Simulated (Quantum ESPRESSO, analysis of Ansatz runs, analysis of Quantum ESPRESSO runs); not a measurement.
# Ga-H pair in Si: local vibrational mode, PBE (Quantum ESPRESSO), part 2 of 3

How near does this set-up come to the measured local vibrational mode? Subject: Ga-H pair in Si. Set-up: PBE, GBRV 1.5 PBE, 64-site cell, PBE lattice, k: the zone centre alone, anharmonic cut along the mode. The model is a cell of 64 host atoms with Ga put on another atom's site and H put in between. The frequencies come from force constants among the defect atom and its neighbours, with the masses of the isotopes named.

Quantum ESPRESSO 7.5; PBE, GBRV 1.5 PBE, 64-site cell, PBE lattice, k: the zone centre alone, anharmonic cut along the mode.

So far. Step 2 (Relaxation, charge 0): Neighbours of the added atoms: H65: Si4 1.50, Ga8 1.75, Si6 3.02 Å.

### Step 3. Atom Si4 moved by 0.015 A along x

Force constants come from the forces after small displacements. One such run is shown.

This step: Quantum ESPRESSO plane-wave DFT, PBE, GBRV 1.5 PBE potentials; single point of a defect supercell.

The input, pw.in:

```
&CONTROL
  calculation = 'scf'
  prefix = 'pwscf'
  outdir = './tmp'
  pseudo_dir = './pseudo'
  tprnfor = .true.
  disk_io = 'low'
/
&SYSTEM
  ibrav = 0
  nat = 65
  ntyp = 3
  ecutwfc = 45
  ecutrho = 360
  nbnd = 140
  occupations = 'smearing'
  smearing = 'fd'
  degauss = 0.00073499
  nosym = .true.
/
&ELECTRONS
  conv_thr = 1d-10
  electron_maxstep = 100
  mixing_beta = 0.5
/
ATOMIC_SPECIES
Si    28.0850 si_pbe_v1.uspp.F.UPF
Ga    69.7230 ga_pbe_v1.4.uspp.F.UPF
H      1.0080 h_pbe_v1.4.uspp.F.UPF
CELL_PARAMETERS angstrom
  10.9364688678    0.0000000000    0.0000000000
   0.0000000000   10.9364688678    0.0000000000
   0.0000000000    0.0000000000   10.9364688678
ATOMIC_POSITIONS crystal
Si    -0.0021305010   -0.0020546911    0.2494508090
Si    -0.0024738070    0.2494218721   -0.0023674000
[... 1 atom line left out ...]
Si     0.2328898197    0.2318048745    0.2314242206
Si     0.1203376453    0.1204347396    0.3764525938
Si     0.1199799322    0.3764310607    0.1199708910
Si     0.3763348244    0.1202541266    0.1202267043
Ga     0.4028356861    0.4030643711    0.4030539206
[... 14 atom lines left out ...]
Si     0.3755227483    0.6261813744    0.1241215003
[... 3 atom lines left out ...]
Si     0.2448994142    0.5072502642    0.5073960721
[... 9 atom lines left out ...]
Si     0.6260982670    0.1240759533    0.3755925190
Si     0.6260887447    0.3755290995    0.1241864271
[... 3 atom lines left out ...]
Si     0.5070441797    0.2450848028    0.5071753408
[... 6 atom lines left out ...]
Si     0.5072796466    0.5073465899    0.2451848440
[... 15 atom lines left out ...]
H      0.3105844388    0.3121814230    0.3095180607
K_POINTS gamma
```

Run with:

```bash
$ OMP_NUM_THREADS=1 pw.x -in pw.in > pw.out
```

What it wrote:

```text
[banner, memory and clock lines left out]
          URL

     gamma-point specific algorithms are used

     G-vector sticks info

     bravais-lattice index     =            0
     lattice parameter (alat)  =      20.6669  a.u.
     unit-cell volume          =    8827.3016 (a.u.)^3
     number of atoms/cell      =           65
     number of atomic types    =            3
     number of electrons       =       272.00
     number of Kohn-Sham states=          140
     kinetic-energy cutoff     =      45.0000  Ry
     charge density cutoff     =     360.0000  Ry
     scf convergence threshold =      1.0E-10
     mixing beta               =       0.5000
     number of iterations used =            8  plain     mixing
     Exchange-correlation=  SLA  PW   PBX  PBC
                           (   1   4   3   4   0   0   0)

     celldm(1)=  20.666931  celldm(2)=   0.000000  celldm(3)=   0.000000
     celldm(4)=   0.000000  celldm(5)=   0.000000  celldm(6)=   0.000000

     crystal axes: (cart. coord. in units of alat)
               a(1) = (   1.000000   0.000000   0.000000 )
               a(2) = (   0.000000   1.000000   0.000000 )
               a(3) = (   0.000000   0.000000   1.000000 )

     reciprocal axes: (cart. coord. in units 2 pi/alat)
               b(1) = (  1.000000  0.000000  0.000000 )
               b(2) = (  0.000000  1.000000  0.000000 )
               b(3) = (  0.000000  0.000000  1.000000 )

     PseudoPot. # 1 for Si read from file:
     si_pbe_v1.uspp.F.UPF
     Pseudo is Ultrasoft + core correction, Zval =  4.0
     Generated by new atomic code, or converted to UPF format
     Using radial grid of  899 points,  6 beta functions with:
                l(1) =   0
                l(2) =   0
                l(3) =   1
                l(4) =   1
                l(5) =   2
                l(6) =   2
     Q(r) pseudized with  8 coefficients,  rinner =    0.900   0.900   0.900
                                                       0.900   0.900

     PseudoPot. # 2 for Ga read from file:
     ga_pbe_v1.4.uspp.F.UPF
     Pseudo is Ultrasoft + core correction, Zval = 19.0
     Generated by new atomic code, or converted to UPF format
     Using radial grid of  871 points,  6 beta functions with:
                l(1) =   0
                l(2) =   0
                l(3) =   1
                l(4) =   1
                l(5) =   2
                l(6) =   2
     Q(r) pseudized with  8 coefficients,  rinner =    1.250   1.250   1.250
                                                       1.250   1.250

     PseudoPot. # 3 for H  read from file:
     h_pbe_v1.4.uspp.F.UPF
     Pseudo is Ultrasoft, Zval =  1.0
     Generated by new atomic code, or converted to UPF format
     Using radial grid of  615 points,  2 beta functions with:
                l(1) =   0
                l(2) =   0
     Q(r) pseudized with  8 coefficients,  rinner =    0.700

     atomic species   valence    mass     pseudopotential
     Si                4.00    28.08500     Si( 1.00)
     Ga               19.00    69.72300     Ga( 1.00)
     H                 1.00     1.00800     H ( 1.00)

     No symmetry found

   Cartesian axes

     site n.     atom                  positions (alat units)
         1        Si     tau(   1) = (  -0.0021305  -0.0020547   0.2494508  )
         2        Si     tau(   2) = (  -0.0024738   0.2494219  -0.0023674  )
         3        Si     tau(   3) = (   0.2492100  -0.0022336  -0.0021135  )
         4        Si     tau(   4) = (   0.2328898   0.2318049   0.2314242  )
         5        Si     tau(   5) = (   0.1203376   0.1204347   0.3764526  )
         6        Si     tau(   6) = (   0.1199799   0.3764311   0.1199709  )
         7        Si     tau(   7) = (   0.3763348   0.1202541   0.1202267  )
         8        Ga     tau(   8) = (   0.4028357   0.4030644   0.4030539  )
         9        Si     tau(   9) = (  -0.0001535  -0.0000773   0.7494887  )
        10        Si     tau(  10) = (  -0.0004210   0.2508189   0.5001898  )
        11        Si     tau(  11) = (   0.2508465  -0.0003189   0.5001015  )
[...]
60        Si     tau(  60) = (   0.7500821   0.7500733   0.7501405  )
        61        Si     tau(  61) = (   0.6249145   0.6250476   0.8750696  )
        62        Si     tau(  62) = (   0.6249214   0.8750031   0.6251315  )
        63        Si     tau(  63) = (   0.8750556   0.6250517   0.6250150  )
        64        Si     tau(  64) = (   0.8750452   0.8750824   0.8750955  )
        65        H      tau(  65) = (   0.3105844   0.3121814   0.3095181  )

     number of k points=     1  Fermi-Dirac smearing, width (Ry)=  0.0007
                       cart. coord. in units 2pi/alat
        k(    1) = (   0.0000000   0.0000000   0.0000000), wk =   2.0000000

     Dense  grid:   509179 G-vectors     FFT dimensions: ( 125, 125, 125)

     Smooth grid:   180047 G-vectors     FFT dimensions: (  90,  90,  90)

     Initial potential from superposition of free atoms

     starting charge     270.9577, renormalised to     272.0000
     Starting wfcs are  265 randomized atomic wfcs

     Self-consistent Calculation

     iteration #  1     ecut=    45.00 Ry     beta= 0.50
     Davidson diagonalization with overlap
[...]
total energy              =   -1020.51948514 Ry
     estimated scf accuracy    <       0.33652824 Ry

     iteration #  5     ecut=    45.00 Ry     beta= 0.50
     Davidson diagonalization with overlap
     ethr =  1.24E-04,  avg # of iterations =  2.0

     total energy              =   -1020.53601727 Ry
     estimated scf accuracy    <       0.05195739 Ry

     iteration #  6     ecut=    45.00 Ry     beta= 0.50
     Davidson diagonalization with overlap
     ethr =  1.91E-05,  avg # of iterations =  7.0

     total energy              =   -1020.54247368 Ry
     estimated scf accuracy    <       0.00981807 Ry

     iteration #  7     ecut=    45.00 Ry     beta= 0.50
     Davidson diagonalization with overlap
     ethr =  3.61E-06,  avg # of iterations = 19.0

     total energy              =   -1020.54325688 Ry
     estimated scf accuracy    <       0.00245384 Ry

     iteration #  8     ecut=    45.00 Ry     beta= 0.50
     Davidson diagonalization with overlap
     ethr =  9.02E-07,  avg # of iterations =  3.0

     total energy              =   -1020.54388542 Ry
     estimated scf accuracy    <       0.00022753 Ry

     iteration #  9     ecut=    45.00 Ry     beta= 0.50
     Davidson diagonalization with overlap
     ethr =  8.37E-08,  avg # of iterations =  3.0

     total energy              =   -1020.54391389 Ry
     estimated scf accuracy    <       0.00018493 Ry

     iteration # 10     ecut=    45.00 Ry     beta= 0.50
     Davidson diagonalization with overlap
     ethr =  6.80E-08,  avg # of iterations = 17.0

     total energy              =   -1020.54393004 Ry
     estimated scf accuracy    <       0.00003401 Ry

[...]
total energy              =   -1020.54393499 Ry
[...]
total energy              =   -1020.54393657 Ry
[...]
total energy              =   -1020.54393676 Ry
[...]
iteration # 14     ecut=    45.00 Ry     beta= 0.50
     Davidson diagonalization with overlap
     ethr =  5.04E-11,  avg # of iterations =  3.0

     total energy              =   -1020.54393682 Ry
     estimated scf accuracy    <       0.00000003 Ry

     iteration # 15     ecut=    45.00 Ry     beta= 0.50
     Davidson diagonalization with overlap
     ethr =  1.26E-11,  avg # of iterations =  4.0

     total energy              =   -1020.54393683 Ry
     estimated scf accuracy    <          5.4E-09 Ry

     iteration # 16     ecut=    45.00 Ry     beta= 0.50
     Davidson diagonalization with overlap
     ethr =  1.99E-12,  avg # of iterations =  6.0

     total energy              =   -1020.54393684 Ry
     estimated scf accuracy    <          1.1E-09 Ry

     iteration # 17     ecut=    45.00 Ry     beta= 0.50
     Davidson diagonalization with overlap
     ethr =  4.06E-13,  avg # of iterations =  5.0

     total energy              =   -1020.54393684 Ry
     estimated scf accuracy    <          3.1E-10 Ry

     iteration # 18     ecut=    45.00 Ry     beta= 0.50
     Davidson diagonalization with overlap
     ethr =  1.14E-13,  avg # of iterations =  3.0

     End of self-consistent calculation

          k = 0.0000 0.0000 0.0000 ( 22513 PWs)   bands (ev):

   -87.9834 -87.8329 -87.8328  -8.4120  -8.2808  -8.2803  -8.2208  -8.2205
    -5.7628  -4.7783  -4.7175  -4.7167  -4.6865  -4.6861  -4.6131  -3.9035
    -3.7864  -3.7844  -3.7719  -3.7708  -3.7550  -3.7482  -3.7479  -3.7447
    -3.7131  -3.7127  -3.6235  -3.5039  -3.4651  -3.4647  -3.3527  -1.8497
    -1.6987  -1.6956  -1.6689  -1.6683  -1.6583  -1.6043  -1.5618  -1.5591
    -1.5450  -1.5429  -1.5420  -1.5151  -1.5142  -1.5075  -1.4543  -1.4540
    -1.2831  -0.8649  -0.8302  -0.7695  -0.7686   0.4757   0.5833   0.5938
     0.5996   0.6176   0.6204   0.6206   0.6293   0.6298   0.7176   0.7181
     0.7656   1.8218   2.2239   2.2243   2.2621   2.2683   2.2805   2.2812
     2.2819   2.3251   2.3264   2.3395   2.3404   2.3426   2.3557   2.3564
     2.3727   2.3741   2.3806   2.3823   2.4030   2.4041   2.4041   2.4976
     2.5354   2.5396   2.5542   2.5550   2.6718   2.7191   2.7202   3.1948
     3.2661   3.2679   3.2837   3.3404   3.3411   4.0850   4.1559   4.1616
     4.2088   4.2126   4.2135   4.2135   4.2145   4.2300   4.2306   4.3342
     4.3359   4.6460   4.7101   4.7129   4.7366   4.7564   4.7624   4.7629
     4.7739   4.7913   4.7952   4.8153   4.8162   4.8480   4.8634   4.8648
     4.8975   4.9015   4.9136   5.2555   5.2560   6.0453   6.1314   6.1338
     6.7219   6.7378   6.8420   6.8443

     the Fermi energy is     6.3875 ev

!    total energy              =   -1020.54393684 Ry
     estimated scf accuracy    <          5.9E-11 Ry
     smearing contrib. (-TS)   =      -0.00000000 Ry
     internal energy E=F+TS    =   -1020.54393684 Ry

     The total energy is F=E-TS. E is the sum of the following terms:
     one-electron contribution =    -381.04713811 Ry
     hartree contribution      =     310.77124566 Ry
     xc contribution           =    -320.71558768 Ry
     ewald contribution        =    -629.55245670 Ry

     convergence has been achieved in  18 iterations

     Forces acting on atoms (cartesian axes, Ry/au):

     atom    1 type  1   force =     0.00002126    0.00008306   -0.00016317
     atom    2 type  1   force =     0.00007391   -0.00023682    0.00014778
     atom    3 type  1   force =    -0.00044585    0.00015321    0.00006269
     atom    4 type  1   force =    -0.00944356   -0.00097388   -0.00078672
     atom    5 type  1   force =     0.00172261    0.00081264   -0.00150208
     atom    6 type  1   force =     0.00164104   -0.00158072    0.00078099
     atom    7 type  1   force =     0.00272627   -0.00169258   -0.00159754
     atom    8 type  2   force =     0.00043607    0.00035020    0.00033928
     atom    9 type  1   force =     0.00014033    0.00002960   -0.00007616
     atom   10 type  1   force =    -0.00002511    0.00016486   -0.00020579
[...]
atom   61 type  1   force =     0.00012265    0.00010240    0.00017428
     atom   62 type  1   force =     0.00009163    0.00008899   -0.00002195
     atom   63 type  1   force =     0.00005482   -0.00000565    0.00012842
     atom   64 type  1   force =     0.00009398    0.00010849    0.00003669
     atom   65 type  3   force =     0.00287940    0.00275706    0.00253753

     Total force =     0.011884     Total SCF correction =     0.000015
```

The job ended after 7 min (1 thread of Arm Neoverse V2, shared host; peak memory 3.6 GiB).

### Step 4. Local vibrational modes

Analysis of the runs above: force constants by central differences of Quantum ESPRESSO plane-wave DFT, PBE, GBRV 1.5 PBE potentials forces among the atoms nearest to a defect, the others at rest.

The modes with the largest weight on the probed atoms (the light atom of a pair), for the masses of each isotope. Modes of the displaced atoms (local only where they lie over the host's phonons):

```tsv
isotopes	mode (cm⁻¹)	share of the defect atoms
H	2254	0.981
H	160.9	0.686
H	106.6	0.596
D	1609	0.962
D	112.5	0.603
D	83.6	0.789
```

(Part 2 of 3 ends here.)

[Logs are printed without paths, hosts, clocks, repeated set-up lines and the standing remarks that a program may print on its own settings, such as how far it seeks lower states.]

[Hosts, paths, dates, database ids (printed as entryN), source tags and the programs' standing remarks are cut or masked in the printed files.]

[For some hosts the program warned that the k-mesh of the response run may be too coarse for force constants and the static dielectric constant; such warnings are not shown here.]
